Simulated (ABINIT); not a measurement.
# Completion of the band sum in GW: Tellurium (P3_121, 3 atoms a cell), part 2 of 2

Wanted: gap and time of Tellurium (P3_121, 3 atoms a cell) with truncated and completed band sums.

ABINIT 10.8.3; PBE and many-body steps on it, plane waves. Known limits of the many-body steps: short of the basis limit; model gap, bands may invert with spin-orbit coupling; exchange with frozen shells missing; screening runs away on this mesh; no spin-orbit coupling; coarse k mesh.

So far. Step 3 (Screening, 3×3×2 mesh, 241 bands, screening to 152.4 eV): Local fields lower ε∞ by 21 %. The value itself is an artefact of the mesh, where one narrow direct gap carries too much weight. Step 4 (241 bands): The gap on the mesh goes from 0.17 eV to 0.50 eV, a correction of +0.32 eV.

The database entry behind the starting cell differs from other determinations of this structure, so it need not match the best structure at room temperature.

### 6. 43 bands

This step: G0W0 on PBE, plane waves, norm-conserving pseudopotentials.

run.abi

```
acell 3*1.0 Angstrom
rprim 
  4.454000000025 -0.000000000006 0.000000000000
  -2.227000000008 3.857277148481 0.000000000000
  0.000000000000 0.000000000000 5.924000000000
ntypat 1
znucl 52
natom 3
typat 1 1 1
xred 
  0.269000000000 0.000000000000 0.333333333333
  0.000000000000 0.269000000000 0.666666666667
  0.731000000000 0.731000000000 -0.000000000000
pp_dirpath "pseudos"
pseudos "Te.upf"
ecut 34
ngkpt 3 3 2
nshiftk 1
shiftk 0 0 0
kptopt 1
chksymbreak 0
istwfk *1
occopt 1
irdwfk 1
optdriver 4
nband 43
gwcalctyp 0
ecutsigx 34
symsigma 1
nkptgw 2
kptgw 
  0.3333333333 0.3333333333 0.5000000000
  0.0000000000 0.0000000000 0.0000000000
bdgw 
  23 27
  22 26
ecuteps 5.6
irdscr 1
ppmodel 1
indata_prefix "in"
outdata_prefix "out"
tmpdata_prefix "tmp"
```

Launch:

```sh
OMP_NUM_THREADS=1 mpirun -n 4 abinit run.abi > log
```

Standard output:

```text
.Version 10.8.3 of ABINIT. v10.8.2 released Aug 2026.

 Symmetries : space group P3_1 2 1 (#152); Bravais hP (primitive hexag.)
[... echo of the input left out ...]
== DATASET  1 ==================================================================
-   mpi_nproc: 4, omp_nthreads: 1 (-1 if OMP is not activated)

--- !DatasetInfo
iteration_state: {dtset: 1, }
dimensions: {natom: 3, nkpt: 6, mband: 43, nsppol: 1, nspinor: 1, nspden: 1, mpw: 6557, }
cutoff_energies: {ecut:  34.0, pawecutdg:  -1.0, }
electrons: {nelect:   4.80000000E+01, charge:   0.00000000E+00, occopt:   1.00000000E+00, tsmear:   1.00000000E-02, }

 SIGMA: Calculation of the GW corrections

 Based on a program developped by R.W. Godby, V. Olevano, G. Onida, and L. Reining.
 Incorporated in ABINIT by V. Olevano, G.-M. Rignanese, and M. Torrent.
.Using double precision arithmetic ; gwpc =  8

[... cell and pseudopotentials left out ...]
--------------------------------------------------------------------------------

 ==== K-mesh for the wavefunctions ====
 Number of points in the irreducible wedge :     6
[... list of points left out ...]
 Together with  6 symmetry operations and time-reversal symmetry
 yields    18 points in the full Brillouin Zone.

 ==== Q-mesh for screening function ====
 Number of points in the irreducible wedge :     6
[... list of points left out ...]
 Together with  6 symmetry operations and time-reversal symmetry
 yields    18 points in the full Brillouin Zone.

 vcoul_init : cutoff-mode = AUXILIARY_FUNCTION
 q-points for optical limit:   1
     1)      0.000010    0.000020    0.000030
 setmesh: FFT mesh size selected  =    40x   40x   60
          total number of points  =        96000

 Number of electrons calculated from density =   48.0000; Expected =   48.0000
[...]
number of omega for Sigma on real axis              0
 max omega for Sigma on real axis  [eV]           0.00
 zcut for avoiding poles [eV]                     0.10

 EPSILON^-1 parameters (SCR file):
 dimension of the eps^-1 matrix on file            449
 dimension of the eps^-1 matrix used               449
 number of plane-waves for wavefunctions          6557
 number of bands                                    43
 number of q-points in IBZ                           6
 number of frequencies                               2
 number of real frequencies                          1
 number of imag frequencies                          1

 matrix elements of self-energy operator (all in [eV])

 Perturbative Calculation

--- !SelfEnergy_ee
iteration_state: {dtset: 1, }
kpoint     : [   0.333,    0.333,    0.500, ]
spin       : 1
KS_gap     :    0.174
QP_gap     :    0.500
Delta_QP_KS:    0.326
data: !SigmaeeData |
     Band     E0 <VxcDFT>   SigX SigC(E0)      Z dSigC/dE  Sig(E)    E-E0       E
       23   4.683 -12.381 -14.438   2.235   0.790  -0.266 -12.240   0.141   4.824
       24   4.683 -12.381 -14.438   2.235   0.790  -0.266 -12.240   0.141   4.824
       25   4.857 -11.885  -9.305  -1.989   0.791  -0.264 -11.418   0.467   5.324
[...]
--- !SelfEnergy_ee
iteration_state: {dtset: 1, }
kpoint     : [   0.000,    0.000,    0.000, ]
spin       : 1
KS_gap     :    1.861
QP_gap     :    2.230
Delta_QP_KS:    0.370
data: !SigmaeeData |
     Band     E0 <VxcDFT>   SigX SigC(E0)      Z dSigC/dE  Sig(E)    E-E0       E
[...]
25   5.696 -12.128  -9.580  -2.001   0.787  -0.271 -11.698   0.430   6.126
       26   5.696 -12.128  -9.580  -2.001   0.787  -0.271 -11.698   0.430   6.126

== END DATASET(S) ==============================================================
================================================================================

 -outvars: echo values of variables after computation  --------
           etotal      0.0000000000E+00
            nband          43
             nkpt           6
          spgroup         152
 [... the other variables as echoed above ...]

 Calculation completed.
```

The job ended after 8.1 s (4 MPI ranks of Arm Neoverse V2, shared host; peak memory 0.92 GiB; 32 s of CPU time).

This step gave:

```
G0W0 gap on the mesh                         : 0.5 eV
starting gap on the mesh                     : 0.1739 eV
k of the valence top                         : 0.3333, 0.3333, 0.5
k of the conduction bottom                   : 0.3333, 0.3333, 0.5
Z at the valence top                         : 0.79
Z at the conduction bottom                   : 0.791
least direct G0W0 gap on the computed points : 0.5 eV
```

Against G0W0 in ABINIT (3×3×2 mesh, 241 bands, screening to 152.4 eV, Godby-Needs plasmon pole), the gap moves by +0.003 eV.

### 7. Screening, 3×3×2 mesh, 43 bands, screening to 152.4 eV

This step: RPA screening on PBE, plane waves, norm-conserving pseudopotentials.

Edit run.abi of step 6 so:

```diff
@@ -24,17 +24,10 @@
 irdwfk 1
-optdriver 4
+optdriver 3
 nband 43
-gwcalctyp 0
-ecutsigx 34
-symsigma 1
-nkptgw 2
-kptgw 
-  0.3333333333 0.3333333333 0.5000000000
-  0.0000000000 0.0000000000 0.0000000000
-bdgw 
-  23 27
-  22 26
 ecuteps 5.6
-irdscr 1
-ppmodel 1
+inclvkb 2
+awtr 1
+symchi 1
+gwcomp 1
+gwencomp 3
 indata_prefix "in"
```

Standard output:

```text
.Version 10.8.3 of ABINIT. v10.8.2 released Aug 2026.

 Symmetries : space group P3_1 2 1 (#152); Bravais hP (primitive hexag.)
[... echo of the input left out ...]
== DATASET  1 ==================================================================
-   mpi_nproc: 4, omp_nthreads: 1 (-1 if OMP is not activated)

--- !DatasetInfo
iteration_state: {dtset: 1, }
dimensions: {natom: 3, nkpt: 6, mband: 43, nsppol: 1, nspinor: 1, nspden: 1, mpw: 6557, }
cutoff_energies: {ecut:  34.0, pawecutdg:  -1.0, }
[...]
--------------------------------------------------------------------------------
[... chi0 elements left out ...]
 For q-point:  0.000010 0.000020 0.000030
  dielectric constant =   1.63798E+03
  dielectric constant without local fields =   2.09891E+03

  Average fulfillment of the sum rule on Im[epsilon] for q-point    1 :    242.76  [%]
[... wings left out ...]
  q-point number  2        q = ( 0.333333, 0.000000, 0.000000) [r.l.u.]
--------------------------------------------------------------------------------
[... chi0 elements left out ...]
  Average fulfillment of the sum rule on Im[epsilon] for q-point    2 :    248.23  [%]

 [... 4 further q-points ...]
```

Elapsed: 55 s, on 4 MPI ranks; peak memory 0.75 GiB.

Numbers from this step:

```
ε∞ with local fields, on this mesh    : 1638
ε∞ without local fields, on this mesh : 2099
plasma frequency                      : 25.50 eV
plane waves in the screening matrix   : 449
```

### 8. 43 bands, completed

This step: G0W0 on PBE, plane waves, norm-conserving pseudopotentials.

Edit run.abi of step 7 so:

```diff
@@ -24,8 +24,17 @@
 irdwfk 1
-optdriver 3
+optdriver 4
 nband 43
+gwcalctyp 0
+ecutsigx 34
+symsigma 1
+nkptgw 2
+kptgw 
+  0.3333333333 0.3333333333 0.5000000000
+  0.0000000000 0.0000000000 0.0000000000
+bdgw 
+  23 27
+  22 26
 ecuteps 5.6
-inclvkb 2
-awtr 1
-symchi 1
+irdscr 1
+ppmodel 1
 gwcomp 1
```

Standard output:

```text
.Version 10.8.3 of ABINIT. v10.8.2 released Aug 2026.

 Symmetries : space group P3_1 2 1 (#152); Bravais hP (primitive hexag.)
[... echo of the input left out ...]
== DATASET  1 ==================================================================
-   mpi_nproc: 4, omp_nthreads: 1 (-1 if OMP is not activated)

--- !DatasetInfo
iteration_state: {dtset: 1, }
dimensions: {natom: 3, nkpt: 6, mband: 43, nsppol: 1, nspinor: 1, nspden: 1, mpw: 6557, }
cutoff_energies: {ecut:  34.0, pawecutdg:  -1.0, }
[...]
Band     E0 <VxcDFT>   SigX SigC(E0)      Z dSigC/dE  Sig(E)    E-E0       E
[...]
25   5.696 -12.128  -9.580  -2.652   0.795  -0.258 -12.211  -0.083   5.613
       26   5.696 -12.128  -9.580  -2.652   0.795  -0.258 -12.211  -0.083   5.613

== END DATASET(S) ==============================================================
================================================================================

 -outvars: echo values of variables after computation  --------
           etotal      0.0000000000E+00
            nband          43
             nkpt           6
          spgroup         152
 [... the other variables as echoed above ...]

 Calculation completed.
```

Elapsed: 8.7 s, on 4 MPI ranks; peak memory 0.92 GiB.

Read from the output:

```yaml
g0w0_gap_on_the_mesh: 0.5090 eV
starting_gap_on_the_mesh: 0.1739 eV
k_of_the_valence_top: 0.3333, 0.3333, 0.5
k_of_the_conduction_bottom: 0.3333, 0.3333, 0.5
least_direct_g0w0_gap_on_the_computed_points: 0.5090 eV
```

Against G0W0 in ABINIT (3×3×2 mesh, 241 bands, screening to 152.4 eV, Godby-Needs plasmon pole), the gap moves by +0.012 eV.

### 9. Screening, 3×3×2 mesh, 100 bands, screening to 152.4 eV

This step: RPA screening on PBE, plane waves, norm-conserving pseudopotentials.

Edit run.abi of step 8 so:

```diff
@@ -24,19 +24,8 @@
 irdwfk 1
-optdriver 4
-nband 43
-gwcalctyp 0
-ecutsigx 34
-symsigma 1
-nkptgw 2
-kptgw 
-  0.3333333333 0.3333333333 0.5000000000
-  0.0000000000 0.0000000000 0.0000000000
-bdgw 
-  23 27
-  22 26
+optdriver 3
+nband 100
 ecuteps 5.6
-irdscr 1
-ppmodel 1
-gwcomp 1
-gwencomp 3
+inclvkb 2
+awtr 1
+symchi 1
 indata_prefix "in"
```

Standard output:

```text
.Version 10.8.3 of ABINIT. v10.8.2 released Aug 2026.

 Symmetries : space group P3_1 2 1 (#152); Bravais hP (primitive hexag.)
[... echo of the input left out ...]
== DATASET  1 ==================================================================
-   mpi_nproc: 4, omp_nthreads: 1 (-1 if OMP is not activated)

--- !DatasetInfo
iteration_state: {dtset: 1, }
dimensions: {natom: 3, nkpt: 6, mband: 100, nsppol: 1, nspinor: 1, nspden: 1, mpw: 6557, }
cutoff_energies: {ecut:  34.0, pawecutdg:  -1.0, }
[...]
--------------------------------------------------------------------------------
[... chi0 elements left out ...]
 For q-point:  0.000010 0.000020 0.000030
  dielectric constant =   1.64792E+03
  dielectric constant without local fields =   2.09898E+03

  Average fulfillment of the sum rule on Im[epsilon] for q-point    1 :     54.36  [%]
[... wings left out ...]
  q-point number  2        q = ( 0.333333, 0.000000, 0.000000) [r.l.u.]
--------------------------------------------------------------------------------
[... chi0 elements left out ...]
  Average fulfillment of the sum rule on Im[epsilon] for q-point    2 :     62.24  [%]

 [... 4 further q-points ...]
```

Run time: 28 s. Hardware: 4 MPI ranks; peak memory 0.96 GiB.

This step gave:

```yaml
eps_infinity_with_local_fields_on_this_mesh: 1648
eps_infinity_without_local_fields_on_this_mesh: 2099
plasma_frequency: 25.50 eV
plane_waves_in_the_screening_matrix: 449
```

### 10. 100 bands

This step: G0W0 on PBE, plane waves, norm-conserving pseudopotentials.

Edit run.abi of step 9 so:

```diff
@@ -24,8 +24,17 @@
 irdwfk 1
-optdriver 3
+optdriver 4
 nband 100
+gwcalctyp 0
+ecutsigx 34
+symsigma 1
+nkptgw 2
+kptgw 
+  0.3333333333 0.3333333333 0.5000000000
+  0.0000000000 0.0000000000 0.0000000000
+bdgw 
+  23 27
+  22 26
 ecuteps 5.6
-inclvkb 2
-awtr 1
-symchi 1
+irdscr 1
+ppmodel 1
 indata_prefix "in"
```

Standard output:

```text
.Version 10.8.3 of ABINIT. v10.8.2 released Aug 2026.

 Symmetries : space group P3_1 2 1 (#152); Bravais hP (primitive hexag.)
[... echo of the input left out ...]
== DATASET  1 ==================================================================
-   mpi_nproc: 4, omp_nthreads: 1 (-1 if OMP is not activated)

--- !DatasetInfo
iteration_state: {dtset: 1, }
dimensions: {natom: 3, nkpt: 6, mband: 100, nsppol: 1, nspinor: 1, nspden: 1, mpw: 6557, }
cutoff_energies: {ecut:  34.0, pawecutdg:  -1.0, }
[...]
Band     E0 <VxcDFT>   SigX SigC(E0)      Z dSigC/dE  Sig(E)    E-E0       E
[...]
25   5.696 -12.128  -9.580  -2.807   0.781  -0.280 -12.330  -0.203   5.493
       26   5.696 -12.128  -9.580  -2.807   0.781  -0.280 -12.330  -0.203   5.493

== END DATASET(S) ==============================================================
================================================================================

 -outvars: echo values of variables after computation  --------
           etotal      0.0000000000E+00
            nband         100
             nkpt           6
          spgroup         152
 [... the other variables as echoed above ...]

 Calculation completed.
```

Run time: 16 s. Hardware: 4 MPI ranks; peak memory 0.99 GiB.

This step gave:

| Item | Value |
| --- | --- |
| G0W0 gap on the mesh | 0.4790 eV |
| starting gap on the mesh | 0.1739 eV |
| k of the valence top | 0.3333, 0.3333, 0.5 |
| k of the conduction bottom | 0.3333, 0.3333, 0.5 |
| least direct G0W0 gap on the computed points | 0.4790 eV |

Against G0W0 in ABINIT (3×3×2 mesh, 241 bands, screening to 152.4 eV, Godby-Needs plasmon pole), the gap moves by −0.018 eV.

### 11. Screening, 3×3×2 mesh, 100 bands, screening to 152.4 eV

This step: RPA screening on PBE, plane waves, norm-conserving pseudopotentials.

Edit run.abi of step 10 so:

```diff
@@ -24,17 +24,10 @@
 irdwfk 1
-optdriver 4
+optdriver 3
 nband 100
-gwcalctyp 0
-ecutsigx 34
-symsigma 1
-nkptgw 2
-kptgw 
-  0.3333333333 0.3333333333 0.5000000000
-  0.0000000000 0.0000000000 0.0000000000
-bdgw 
-  23 27
-  22 26
 ecuteps 5.6
-irdscr 1
-ppmodel 1
+inclvkb 2
+awtr 1
+symchi 1
+gwcomp 1
+gwencomp 3
 indata_prefix "in"
```

Standard output:

```text
.Version 10.8.3 of ABINIT. v10.8.2 released Aug 2026.

 Symmetries : space group P3_1 2 1 (#152); Bravais hP (primitive hexag.)
[... echo of the input left out ...]
== DATASET  1 ==================================================================
-   mpi_nproc: 4, omp_nthreads: 1 (-1 if OMP is not activated)

--- !DatasetInfo
iteration_state: {dtset: 1, }
dimensions: {natom: 3, nkpt: 6, mband: 100, nsppol: 1, nspinor: 1, nspden: 1, mpw: 6557, }
cutoff_energies: {ecut:  34.0, pawecutdg:  -1.0, }
[...]
--------------------------------------------------------------------------------
[... chi0 elements left out ...]
 For q-point:  0.000010 0.000020 0.000030
  dielectric constant =   1.66101E+03
  dielectric constant without local fields =   2.09898E+03

  Average fulfillment of the sum rule on Im[epsilon] for q-point    1 :    210.82  [%]
[... wings left out ...]
  q-point number  2        q = ( 0.333333, 0.000000, 0.000000) [r.l.u.]
--------------------------------------------------------------------------------
[... chi0 elements left out ...]
  Average fulfillment of the sum rule on Im[epsilon] for q-point    2 :    221.65  [%]

 [... 4 further q-points ...]
```

Run time: 46 s. Hardware: 4 MPI ranks; peak memory 0.93 GiB.

This step gave:

| Quantity | Value |
| --- | --- |
| ε∞ with local fields, on this mesh | 1661 |
| ε∞ without local fields, on this mesh | 2099 |
| plasma frequency | 25.50 eV |
| plane waves in the screening matrix | 449 |

### 12. 100 bands, completed

This step: G0W0 on PBE, plane waves, norm-conserving pseudopotentials.

Edit run.abi of step 11 so:

```diff
@@ -24,8 +24,17 @@
 irdwfk 1
-optdriver 3
+optdriver 4
 nband 100
+gwcalctyp 0
+ecutsigx 34
+symsigma 1
+nkptgw 2
+kptgw 
+  0.3333333333 0.3333333333 0.5000000000
+  0.0000000000 0.0000000000 0.0000000000
+bdgw 
+  23 27
+  22 26
 ecuteps 5.6
-inclvkb 2
-awtr 1
-symchi 1
+irdscr 1
+ppmodel 1
 gwcomp 1
```

Standard output:

```text
.Version 10.8.3 of ABINIT. v10.8.2 released Aug 2026.

 Symmetries : space group P3_1 2 1 (#152); Bravais hP (primitive hexag.)
[... echo of the input left out ...]
== DATASET  1 ==================================================================
-   mpi_nproc: 4, omp_nthreads: 1 (-1 if OMP is not activated)

--- !DatasetInfo
iteration_state: {dtset: 1, }
dimensions: {natom: 3, nkpt: 6, mband: 100, nsppol: 1, nspinor: 1, nspden: 1, mpw: 6557, }
cutoff_energies: {ecut:  34.0, pawecutdg:  -1.0, }
[...]
Band     E0 <VxcDFT>   SigX SigC(E0)      Z dSigC/dE  Sig(E)    E-E0       E
[...]
25   5.696 -12.128  -9.580  -3.234   0.784  -0.276 -12.666  -0.538   5.158
       26   5.696 -12.128  -9.580  -3.234   0.784  -0.276 -12.666  -0.538   5.158

== END DATASET(S) ==============================================================
================================================================================

 -outvars: echo values of variables after computation  --------
           etotal      0.0000000000E+00
            nband         100
             nkpt           6
          spgroup         152
 [... the other variables as echoed above ...]

 Calculation completed.
```

Elapsed: 17 s, on 4 MPI ranks; peak memory 0.99 GiB.

Read from the output:

| Quantity | Value |
| --- | --- |
| G0W0 gap on the mesh | 0.5 eV |
| starting gap on the mesh | 0.1739 eV |
| k of the valence top | 0.3333, 0.3333, 0.5 |
| k of the conduction bottom | 0.3333, 0.3333, 0.5 |
| least direct G0W0 gap on the computed points | 0.5 eV |

Against G0W0 in ABINIT (3×3×2 mesh, 241 bands, screening to 152.4 eV, Godby-Needs plasmon pole), the gap moves by +0.003 eV.

### 13. The runs together

Times are wall times on 4 MPI ranks of Arm Neoverse V2, shared host, good to a factor of about two. A run's time includes the screening step that it read.

```
                 run   mesh  bands  screening cutoff (eV)  DFT gap (eV)  gap on the mesh (eV)  direct (eV)  ε∞ used     time
           241 bands  3×3×2    241                  152.4         0.174                 0.497        0.497  1658.51  2.1 min
            43 bands  3×3×2     43                  152.4         0.174                 0.500        0.500  1607.60     17 s
 43 bands, completed  3×3×2     43                  152.4         0.174                 0.509        0.509  1637.98     64 s
           100 bands  3×3×2    100                  152.4         0.174                 0.479        0.479  1647.92     44 s
100 bands, completed  3×3×2    100                  152.4         0.174                 0.500        0.500  1661.01     63 s
```

### 14. Outcome

| Quantity | Value |
| --- | --- |
| 241 bands | 0.497 eV |
| 43 bands | 0.500 eV |
| 43 bands, completed | 0.509 eV |
| 100 bands | 0.479 eV |
| 100 bands, completed | 0.500 eV |

**Reading.** 43 bands: +0.003 eV against 241 bands. 43 bands, completed: +0.012 eV against 241 bands. 100 bands: −0.018 eV against 241 bands. 100 bands, completed: +0.003 eV against 241 bands. The row with most bands is itself short of the limit, so it is no exact reference, and agreement of a truncated run with it can be a cancellation between the edges. The 3×3×2 mesh is coarse for this cell, which bears on the long-range parts of exchange and screening. With atoms this heavy and so narrow a gap, spin-orbit coupling can invert the bands. These scalar-relativistic gaps are then model values, not to be set against experiment, and a spin-orbit change taken from DFT can't simply be added. The norm-conserving file of at least one element keeps a d shell over frozen s and p shells of the same row. Exchange with those shells is missing from the self-energy, an error of 0.3 to 0.9 eV in cases checked, whose sign depends on which edge lies on those atoms. On this mesh the RPA ε∞ passes 90, more than nearly any semiconductor shows; a coarse mesh does this where one point with a narrow direct gap carries much weight. The screening is then too strong, and the G0W0 gap should not be taken as the material's.

[Long decimals in the printed logs are rounded to 6 places.]

[Logs are printed without paths, hosts, clocks, repeated set-up lines and the standing remarks that a program may print on its own settings, such as how far it seeks lower states.]

[Paths, hosts, dates, memory and timing lines, banners, echoed tables and standing remarks are left out of the program output; an Ansatz launch command may be rebuilt from the run's recorded settings. Measured values are a selection of at most five: reports struck by readers or far from the other reports are left out. None is set beside runs whose start may be inverted or whose files or cutoffs have a known fault.]

[Runs of the session that timed out or met a known fault of the program may be left out.]

[Hosts, paths, dates, database ids (printed as entryN), source tags and the programs' standing remarks are cut or masked in the printed files.]

[G0W0 gaps are taken among the corrected bands and points alone; a level outside them can change the order at an edge.]

[Where Ansatz stands beside ABINIT at settings called matched, ABINIT's density can come from a denser mesh and the files from another edition; pairs whose starting gaps differed by over 0.03 eV were left out, so agreement reads better than it is.]
